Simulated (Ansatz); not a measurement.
# MgTiTe3 (built on the sites of a database entry of BaTiO3): a soft mode frozen in

Which phase does MgTiTe3 (built on the sites of a database entry of BaTiO3) fall into along its unstable mode, and how much energy does it gain?

Program: Ansatz 0.2.0. Level of theory: DFT PBE+D3(BJ), scalar-relativistic, plane waves, PAW. Results are calculated unless marked as measured.

The structure was built from a prototype and need not be the compound's stable phase.

## Step 1: The structure

Symmetry: P4mm, No. 99, tetragonal system. Conventional cell: a = 5.478 Å, b = 5.478 Å, c = 5.464 Å, α = 90.00°, β = 90.00°, γ = 90.00°. Nearest to Mg lie 4 Te at 2.86 Å. Nearest to Ti lie 6 Te at 2.46 to 3.01 Å. Nearest to Te lie 2 Ti at 2.46 to 3.01 Å. Nearest to Te lie 2 Ti at 2.83 Å and 2 Mg at 2.86 Å. Farther neighbours and most contacts between anions are not listed.

## Step 2: Linear response at the zone centre

The cell comes from relaxations at this level that are not shown. The zone centre is the only wavevector solved here; it holds the modes that light can see, as far as symmetry allows. No field response is asked, since the mesh shows no gap.

Input file input.yaml:

```yaml
crystal:
  lattice:
    - [5.4777658673, 0.0, 0.0]
    - [0.0, 5.4777658673, 0.0]
    - [0.0, 0.0, 5.4637026632]
  atoms:
    - { symbol: Mg, position: [0.0, 0.0, -0.2305991639] }
    - { symbol: Ti, position: [0.5, 0.5, 0.4898131398] }
    - { symbol: Te, position: [0.5, 0.5, 0.0402955509] }
    - { symbol: Te, position: [0.5, 0.0, 0.6217452365] }
    - { symbol: Te, position: [0.0, 0.5, 0.6217452365] }
kpoints:
  mp_grid: { grid: [8, 8, 8] }
hamiltonian:
  xc: pbe
  dispersion: d3bj
scf:
  occupations: { method: methfessel_paxton, width: 0.2 }
output:
  eigenvalues: true
phonons:
  method: dfpt
```

The run is started by

```sh
$ ansatz run input.yaml --threads 8 --pin off --max-ram 14336MiB --backend cpu --events-out ev --progress --plain --runs-dir out
```

Numbers of over 12 decimals in the logs are rounded to 6 here.

Output:

```text
zone centre: on kpoints.mp_grid the ground state, and the responses unless they are solved on pairs of k-points, stand on 125 of the mesh's 512 k-points, reduced under 4 symmetry operations, with k and −k counted as one. Each operation leaves every solved displacement unchanged or reverses it
Engine: ansatz 0.2.0, aarch64-unknown-linux-gnu
Pseudopotentials: kind: paw
Pseudopotential: Mg, paw, valence charge 10, recommended cutoff 420 eV (normal), Mg.paw.azcp
Pseudopotential: Ti, paw, valence charge 12, recommended cutoff 420 eV (normal), Ti.paw.azcp
Pseudopotential: Te, paw, valence charge 16, recommended cutoff 420 eV (normal), Te.paw.azcp
Functional definition: PBE
  parameter kappa = 0.804
  parameter beta = 0.066725
  exchange = pbe_x(kappa = kappa, mu = beta*pi^2/3)
  correlation = pbe_c(beta = beta)
Crystal: 5 atoms, lattice volume = 163.943 Å³
Basis set: ecut = 420 eV, 3191 PW (Γ), exchange–correlation on 80×80×80 points (8 copies of the dense FFT grid, shifted against one another)
Bands: 42, of which v1, the nominal top of the filled ones, is band 35 counted from 1 (34 counted from 0)
Symmetry: 8 space group operations
k-points: 125 of 512 (irreducible under 4 space group operations, time reversal used)
Non-local potential: Mg, projectors of the file, l = 0: 3, l = 1: 2, l = 2: 1
Non-local potential: Ti, projectors of the file, l = 0: 3, l = 1: 2, l = 2: 3, l = 3: 1
Non-local potential: Te, projectors of the file, l = 0: 2, l = 1: 2, l = 2: 2, l = 3: 2
PAW form: soft (Blöchl's): semilocal exchange-correlation on the pseudo side does not see the compensation charge
PAW one-centre angular grid: Mg, 110 points (default); XC on 64 Gauss nodes
PAW one-centre angular grid: Ti, 590 points (default); XC on 64 Gauss nodes
PAW one-centre angular grid: Te, 590 points (default); XC on 64 Gauss nodes
Initial density: superposition of atomic densities (neutral atoms: chi_scale 0, normalization atom), corrected by the library's trained network
Initial wavefunctions: pseudopotential atomic-orbital guess
Functional: x = pbe(κ = 0.804, μ = 0.219515), c = pbe(β = 0.066725)
SCF iter   1: F=—  HF=-25366.908500 eV  |F-HF|=—  |Δ(HF+E_count)|=         —  Δρ=4.54e-3  dr2=2.54e-2  ethr=1.77e-3  ⟨swp⟩=7.0  Hψ=20757  notcnv=0
preconditioner: auto → none  [metal: Δε(μ)=0.068 eV  Ē_g=6.356 eV  σ=0.200 eV  W_gap=0.28  n_scr=32 (ndim 8)  ℏωp=14.2 eV  f_vac=0.153  D(μ)=1.05/eV (n_scr^D=0)  sad-step TF]
SCF iter   2: F=—  HF=-25366.904446 eV  |F-HF|=—  |Δ(HF+E_count)|=   4.05e-3  S|Δr|=    0.00e0  Δρ=2.39e-3  dr2=8.47e-3  ethr=3.63e-5  ⟨swp⟩=2.2  Hψ=10260  notcnv=0
SCF iter   3: F=—  HF=-25366.918052 eV  |F-HF|=—  |Δ(HF+E_count)|=   1.36e-2  S|Δr|=    0.00e0  Δρ=7.05e-3  dr2=1.69e-1  ethr=1.21e-5  ⟨swp⟩=2.0  Hψ=9641  notcnv=0  recentre
SCF iter   4: F=—  HF=-25366.905020 eV  |F-HF|=—  |Δ(HF+E_count)|=   1.30e-2  S|Δr|=    0.00e0  Δρ=1.63e-3  dr2=8.69e-3  ethr=1.21e-5  ⟨swp⟩=2.0  Hψ=9842  notcnv=0
SCF iter   5: F=—  HF=-25366.904370 eV  |F-HF|=—  |Δ(HF+E_count)|=   6.51e-4  S|Δr|=    0.00e0  Δρ=2.99e-4  dr2=9.15e-5  ethr=1.21e-5  ⟨swp⟩=1.1  Hψ=5256  notcnv=0
SCF iter   6: F=—  HF=-25366.904442 eV  |F-HF|=—  |Δ(HF+E_count)|=   7.20e-5  S|Δr|=    0.00e0  Δρ=6.11e-5  dr2=5.82e-6  ethr=1.31e-7  ⟨swp⟩=2.7  Hψ=9805  notcnv=0
SCF iter   7: F=—  HF=-25366.904442 eV  |F-HF|=—  |Δ(HF+E_count)|=   2.86e-7  S|Δr|=    0.00e0  Δρ=1.76e-5  dr2=5.46e-7  ethr=8.31e-9  ⟨swp⟩=2.3  Hψ=8329  notcnv=0
SCF iter   8: F=—  HF=-25366.904442 eV  |F-HF|=—  |Δ(HF+E_count)|=   2.02e-7  S|Δr|=    0.00e0  Δρ=7.55e-6  dr2=1.83e-7  ethr=7.80e-10  ⟨swp⟩=2.3  Hψ=9188  notcnv=0
SCF iter   9: F=—  HF=-25366.904442 eV  |F-HF|=—  |Δ(HF+E_count)|=   1.37e-8  S|Δr|=    0.00e0  Δρ=1.18e-6  dr2=2.45e-9  ethr=2.61e-10  ⟨swp⟩=2.0  Hψ=6002  notcnv=0
SCF iter  10: F=—  HF=-25366.904442 eV  |F-HF|=—  |Δ(HF+E_count)|=   1.58e-9  S|Δr|=    0.00e0  Δρ=4.78e-7  dr2=6.59e-10  ethr=3.49e-12  ⟨swp⟩=2.0  Hψ=9380  notcnv=0
SCF iter  11: F=—  HF=-25366.904442 eV  |F-HF|=—  |Δ(HF+E_count)|=  1.46e-11  S|Δr|=    0.00e0  Δρ=1.22e-7  dr2=2.00e-11  ethr=1.00e-12  ⟨swp⟩=2.0  Hψ=6447  notcnv=0
SCF iter  12: F=-25366.904442 eV  HF=-25366.904442 eV  |F-HF|=0.00e0  |Δ(HF+E_count)|=  2.91e-11  S|Δr|=    0.00e0  Δρ=4.46e-8  dr2=2.56e-12  ethr=1.00e-12  ⟨swp⟩=8.9  Hψ=25956  notcnv=0
SCF 1 converged in 12 iterations: F = -25366.904442 eV  dr2 = 2.56e-12
  greatest PAW one-centre occupation: 1.000 electrons in one spin orbital (limit 2), on the Mg atom at site 0 (counted from 0), in its partial waves of l = 0
DFPT response loops at Γ: preconditioner auto → none (partly filled bands, converged f_vac=0.155); β = 0.50; Broyden in place of MSR1
SCF converged after 12 iterations
Stability not checked: this state was not tested for a lower state beside it, because cold or Methfessel-Paxton smearing, or corrected tetrahedra, fill the levels in a way that the test cannot read (fill_not_monotonic; see scf.lower_state_search)
Free energy (F): -25366.904442 eV
Harris-Foulkes:  -25366.904442 eV  (|F-HF|=0.00e0)
Internal energy: -25366.912487 eV  (E = F + TS)
E sigma→0 (E₀):  -25366.906453 eV
Entropy (-TS):   0.008045 eV (1.609 meV/atom)
Fermi energy:    7.057950 eV
Step filling:    the computed levels leave a gap of 0.0000 eV = 0.0 smearing widths at the electron count; against every level under it full and every level over it empty, smearing changes F+E_penalty+E_count by +2.878 meV and its σ→0 estimate by +0.867 meV
--- Per-component energies (eV) ---
  E_band       = -1447.167998
  E_kinetic    = 890.353002
  E_local      = -7856.985851  (includes V_loc(G=0)·N_el)
  E_nonlocal   = -825.154220
  E_hartree    = 4079.303202
  E_xc         = -499.148233
  E_vxc        = -471.569471  (∫ρ·V_xc dr)
  E_paw        = -15329.091560  (= ΣΔE_a)
  E_vpaw       = -1342.417441  (= ΣTr[D̂ρ^β])
  E_aug_tail   = -0.000479  (compensation charges beyond the density's cutoff)
  E_ewald      = -5824.441446
  E_disp       = -1.746901  (pairwise vdW)
  E_smearing   = 0.008045  (= −TS)
  E_closure    = 0.000000  (closes the sum)
  Σ components = -25366.904442   (vs F -25366.904442, Δ=0.00e0)
--- Band table (eV; the first three rows and the last of 125) ---
  k-point 0: bands = [... 31 lower, 5.5983, 5.7595, 6.0065, 6.0065, 6.9699, 7.4166, 8.3007, 8.3007, ... 3 higher]
  k-point 1: bands = [... 31 lower, 5.5330, 5.5409, 6.0231, 6.0231, 6.9744, 7.4975, 8.3282, 8.3282, ... 3 higher]
  k-point 2: bands = [... 31 lower, 5.2320, 5.4090, 6.0517, 6.0517, 6.9853, 7.7095, 8.3100, 8.3873, ... 3 higher]
  k-point 124: bands = [... 31 lower, 4.7115, 6.6513, 7.0220, 7.1368, 7.1368, 8.3989, 8.3989, 8.4242, ... 3 higher]
--- Phonons (Γ-DFPT): 9 representative perturbations + reference, on 125 of 512 k-points (Σ response iterations 32) ---
  k mesh reduced under 4 symmetry operations, with k and −k counted as one. Each operation leaves every solved displacement unchanged or reverses it
  ASR residual: 5.168e-5 → 0.000e0 eV/Å²; symmetrization residual: 1.042e-5 eV/Å²
  pairwise dispersion correction: d3bj (s6 = 1.0, s8 = 0.7875, a1 = 0.4289, a2_bohr = 4.4407), with the weights of each atom's references fixed at the reference crystal's, and the forces and stress that the weights' published response gives there kept as a pressure on the atom's counted neighbours (hamiltonian.dispersion)
  ASR residual per site (eV/Å²): 2.74e-5 3.92e-5 5.17e-5 3.68e-6 3.68e-6
  Γ frequencies (cm⁻¹): -41.71 -41.71 0.00 0.00 0.00 35.51 84.73 84.73 89.42 122.03 191.01 191.01 214.68 214.68 315.23
  non-analytic LO–TO correction: not included (Born effective charges unavailable; polar crystals: no LO–TO splitting at Γ)
```

Run time: 1.9 min. Hardware: 8 threads of Arm Neoverse V2, shared host; peak memory 3 GiB.

This step gave:

```yaml
volume_per_atom: 32.79 Å³
gap_on_the_k_mesh: 0 eV
sum_rule_residual_before_enforcement: 5.17e-5 eV/Å²
point_group: 4mm
highest_optical_mode_at_the_zone_centre_no_lo_to_term: 315.2 cm⁻¹
lowest_optical_zone_centre_mode: -41.71 cm⁻¹
```

Patterns of degenerate modes are one choice out of their space. The modes at Γ (shares of kinetic energy by element, %) (negative means imaginary):

| mode | frequency (cm⁻¹) | symmetry | Mg % | Ti % | Te % |
| --- | --- | --- | --- | --- | --- |
| 1 | -41.7 | E | 11 | 9 | 81 |
| 2 | -41.7 | E | 11 | 9 | 81 |
| 3 | 0.0 | acoustic | 5 | 11 | 84 |
| 4 | 0.0 | acoustic | 5 | 11 | 84 |
| 5 | 0.0 | acoustic | 5 | 11 | 84 |
| 6 | 35.5 | B1 | 0 | 0 | 100 |
| 7 | 84.7 | E | 1 | 21 | 79 |
| 8 | 84.7 | E | 1 | 21 | 79 |
| 9 | 89.4 | A1 | 6 | 14 | 79 |
| 10 | 122.0 | A1 | 88 | 0 | 12 |
| 11 | 191.0 | E | 7 | 57 | 35 |
| 12 | 191.0 | E | 7 | 57 | 35 |
| 13 | 214.7 | E | 76 | 3 | 21 |
| 14 | 214.7 | E | 76 | 3 | 21 |
| 15 | 315.2 | A1 | 0 | 75 | 25 |

Displacements in mode 2 (-41.7 cm⁻¹), the largest set to 1:
```
Mg1  1.00  0.41  0.00
Ti2 -0.63 -0.26  0.00
Te3 -0.60 -0.25  0.00
Te4  0.97 -0.14  0.00
Te5 -0.33  0.40  0.00
```

Displacements in mode 8 (84.7 cm⁻¹), the largest set to 1:
```
Mg1  0.23 -0.01  0.00
Ti2 -1.00  0.06  0.00
Te3  0.96 -0.06  0.00
Te4  0.07  0.04  0.00
Te5 -0.70  0.00  0.00
```

Before it was imposed, the acoustic sum rule was missed by 5.2e-5 eV/Å². Small misses are needed for a sound result but don't prove that mesh and cutoff are converged. The lowest optical mode is imaginary, 41.7i cm⁻¹, so the energy falls along it.

## Step 3: The mode frozen in, largest atomic shift 0 Å

The mode followed lies at Γ with frequency 41.7i cm⁻¹ and is 2-fold degenerate, the softest among the wavevectors solved. At small amplitude the distorted cell has space group no. 8 by a symmetry search on the positions. The undistorted cell that holds it gives the zero of energy on the same k mesh.

input.yaml, the sections that differ from step 2:

```yaml
crystal:
  lattice:
    - [5.4777658673, 0.0, 0.0]
    - [0.0, 5.4777658673, 0.0]
    - [0.0, 0.0, 5.4637026632]
  atoms:
    - { symbol: Mg, position: [0.0, 0.0, 0.7694008361] }
    - { symbol: Ti, position: [0.5, 0.5, 0.4898131398] }
    - { symbol: Te, position: [0.5, 0.5, 0.0402955509] }
    - { symbol: Te, position: [0.5, 0.0, 0.6217452365] }
    - { symbol: Te, position: [0.0, 0.5, 0.6217452365] }
output:
  forces: true
  stress: true
  eigenvalues: true
# kpoints, hamiltonian, scf: as in step 2
# phonons: removed
```

Output:

```text
[...]
Crystal: 5 atoms, lattice volume = 163.943 Å³
Basis set: ecut = 420 eV, 3191 PW (Γ), exchange–correlation on 80×80×80 points (8 copies of the dense FFT grid, shifted against one another)
Bands: 42, of which v1, the nominal top of the filled ones, is band 35 counted from 1 (34 counted from 0)
Symmetry: 8 space group operations
[...]
k-points: 75 of 512 (time reversal used)
[...]
k-point 0: bands = [... 31 lower, 5.5983, 5.7595, 6.0065, 6.0065, 6.9699, 7.4166, 8.3007, 8.3007, ... 3 higher]
  k-point 1: bands = [... 31 lower, 5.5330, 5.5409, 6.0231, 6.0231, 6.9744, 7.4975, 8.3282, 8.3282, ... 3 higher]
  k-point 2: bands = [... 31 lower, 5.2320, 5.4090, 6.0517, 6.0517, 6.9853, 7.7095, 8.3100, 8.3873, ... 3 higher]
  k-point 74: bands = [... 31 lower, 4.7115, 6.6513, 7.0220, 7.1369, 7.1369, 8.3989, 8.3989, 8.4242, ... 3 higher]
[key lines of the parts left out:]
SCF converged after 9 iterations
Free energy (F): -25366.904442 eV
Fermi energy:    7.057956 eV
P = ⅓ Tr σ = -0.0001 GPa (-0.001 kbar)
```

Elapsed: 6.3 s, on 8 threads; peak memory 0.79 GiB.

This step gave:

```yaml
pressure: -1.02e-4 GPa
energy_from_the_undistorted_cell: 0 meV/atom
```

The run ends at a pressure of 0.00 GPa, with forces up to 8.4e-4 eV/Å.

## Step 4: The mode frozen in, largest atomic shift 0.22 Å

The atoms are moved along the unstable eigenvector, the largest shift by 0.22 Å, with the cell fixed.

input.yaml, the sections that differ from step 3:

```yaml
crystal:
  lattice:
    - [5.4777658673, 0.0, 0.0]
    - [0.0, 5.4777658673, 0.0]
    - [0.0, 0.0, 5.4637026632]
  atoms:
    - { symbol: Mg, position: [0.0283990765, 0.0283990765, 0.7694008361] }
    - { symbol: Ti, position: [0.4820539482, 0.4820539482, 0.4898131398] }
    - { symbol: Te, position: [0.4830345049, 0.4830345049, 0.0402955509] }
    - { symbol: Te, position: [0.5275954762, -0.0093072216, 0.6217452365] }
    - { symbol: Te, position: [-0.0093072216, 0.5275954762, 0.6217452365] }
# kpoints, hamiltonian, scf, output: as in step 3
```

Output:

```text
[...]
Crystal: 5 atoms, lattice volume = 163.943 Å³
Basis set: ecut = 420 eV, 3191 PW (Γ), exchange–correlation on 80×80×80 points (8 copies of the dense FFT grid, shifted against one another)
Bands: 42, of which v1, the nominal top of the filled ones, is band 35 counted from 1 (34 counted from 0)
Symmetry: 2 space group operations
[...]
k-point 0: bands = [... 31 lower, 5.6322, 5.8943, 5.9216, 6.0193, 6.9911, 7.4137, 8.3055, 8.3065, ... 3 higher]
  k-point 1: bands = [... 31 lower, 5.5782, 5.6673, 5.9039, 6.0574, 7.0244, 7.5102, 8.3194, 8.3400, ... 3 higher]
  k-point 2: bands = [... 31 lower, 5.2763, 5.4669, 5.8630, 6.1101, 7.0943, 7.7362, 8.3259, 8.3999, ... 3 higher]
  k-point 149: bands = [... 31 lower, 4.8108, 6.6780, 6.7058, 7.1530, 7.3928, 8.2196, 8.3950, 8.5899, ... 3 higher]
[key lines of the parts left out:]
SCF converged after 9 iterations
Free energy (F): -25366.920525 eV
Fermi energy:    7.092449 eV
P = ⅓ Tr σ = -0.2273 GPa (-2.273 kbar)
```

The job ended after 12 s (8 threads; peak memory 1.1 GiB).

This step gave:

- pressure: -0.2273 GPa
- energy from the undistorted cell: -3.45 meV/atom

The energy, extrapolated to zero smearing, is -3.45 meV/atom against the undistorted cell.

The run ends at a pressure of -0.23 GPa, with forces up to 0.15 eV/Å.

## Step 5: Energy along the mode, all amplitudes (two of the runs are shown above)

An imaginary frequency means negative curvature, so the energy should fall and then rise again as anharmonic terms take over.

This step gave:

```
depth at the lowest point sampled  : 3.45 meV/atom
largest atomic shift at that point : 0.22 Å
```

The energy from the parent by largest atomic shift:

| largest atomic shift (Å) | energy from the parent (meV/atom) |
| --- | --- |
| 0.000 | 0 |
| 0.040 | -0.249 |
| 0.080 | -0.92 |
| 0.140 | -2.28 |
| 0.220 | -3.45 |
| 0.320 | -1.16 |
| 0.450 | 13.4 |

Displacement at unit largest shift by atom:

| atom | x (Å) | y (Å) | z (Å) | size |
| --- | --- | --- | --- | --- |
| Mg1 | 0.707 | 0.707 | 0.000 | 1.000 |
| Ti2 | -0.447 | -0.447 | 0.000 | 0.632 |
| Te3 | -0.422 | -0.422 | 0.000 | 0.597 |
| Te4 | 0.687 | -0.232 | 0.000 | 0.725 |
| Te5 | -0.232 | 0.687 | 0.000 | 0.725 |

The lowest of the steps tried is at 0.22 Å, 3.45 meV/atom below the parent; the bottom of the well need not coincide with a step.

(Continued in part 2 of 3.)

[Logs are printed without paths, hosts, clocks, repeated set-up lines and the standing remarks that a program may print on its own settings, such as how far it seeks lower states.]

[Hosts, paths, dates, database ids (printed as entryN), source tags and the programs' standing remarks are cut or masked in the printed files.]
